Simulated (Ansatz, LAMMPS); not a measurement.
# What went wrong? Ga2O3 with crystalline order left by the classical run (100 atoms)

Program: Ansatz 0.2.0. The cell: 40 Ga and 60 O.

Input file input.yaml:

```yaml
crystal:
  lattice:
    - [10.04407, 0.0, 0.0]
    - [0.0, 10.04407, 0.0]
    - [0.0, 0.0, 10.04407]
  atoms:
    - { symbol: Ga, position: [0.75672, 0.13839, 0.37233] }
    - { symbol: Ga, position: [0.75884, 0.32205, 0.62576] }
    - { symbol: Ga, position: [0.23537, 0.69813, 0.08063] }
    - { symbol: Ga, position: [0.50308, 0.88714, 0.29846] }
    - { symbol: Ga, position: [0.49281, 0.74433, 0.55733] }
    - { symbol: Ga, position: [0.49921, 0.60449, 0.21124] }
    - { symbol: Ga, position: [0.2304, 0.43052, 0.9838] }
    - { symbol: Ga, position: [0.74124, 0.60845, 0.70684] }
    - { symbol: Ga, position: [0.45756, 0.69369, 0.86833] }
    - { symbol: Ga, position: [0.25629, 0.61158, 0.67813] }
    - { symbol: Ga, position: [0.26139, 0.42911, 0.2816] }
    - { symbol: Ga, position: [0.22154, 0.15221, 0.88395] }
    - { symbol: Ga, position: [0.97155, 0.26608, 0.09293] }
    - { symbol: Ga, position: [0.00885, 0.33549, 0.75918] }
    - { symbol: Ga, position: [0.22068, 0.10276, 0.2064] }
    - { symbol: Ga, position: [0.96325, 0.90666, 0.26225] }
    - { symbol: Ga, position: [0.01522, 0.79726, 0.58704] }
    - { symbol: Ga, position: [0.71455, 0.50861, 0.9596] }
    [... 76 atom lines left out ...]
    - { symbol: O, position: [0.62508, 0.47953, 0.30258] }
    - { symbol: O, position: [0.14361, 0.64072, 0.23911] }
    - { symbol: O, position: [0.09739, 0.01743, 0.8479] }
    - { symbol: O, position: [0.56387, 0.11536, 0.96534] }
    - { symbol: O, position: [0.61913, 0.99797, 0.42426] }
    - { symbol: O, position: [0.36431, 0.03764, 0.79729] }
kpoints:
  mp_grid: { grid: [1, 1, 1] }
hamiltonian:
  xc: pbe
scf:
  max_iter: 50
output:
  forces: true
```

Started as:

```
> ansatz run input.yaml --threads 4 --pin off --max-ram 8192MiB --backend cpu --events-out ev --progress --plain --runs-dir out
```

What it wrote:

```text
Error: YAML parse error: `scf.occupations.method` is required: fixed only where the cell keeps a band gap throughout the run, explicit beside scf.occupations.values (under evaluate: without them), else a smearing such as fermi_dirac (scf.occupations.width is optional; its entry in the input reference gives the default)
```

Run time: 0.02 s. Hardware: 4 threads of Arm Neoverse V2, shared host; peak memory 0.022 GiB.

What is at fault here, and what would mend it?

No occupation method: scf.occupations.method removed.

The fix is to set scf.occupations.method back to "fixed".

The program refused it before any cycle.

[Logs are printed without paths, hosts, clocks, repeated set-up lines and the standing remarks that a program may print on its own settings, such as how far it seeks lower states.]

[Hosts, paths, dates, database ids (printed as entryN), source tags and the programs' standing remarks are cut or masked in the printed files.]
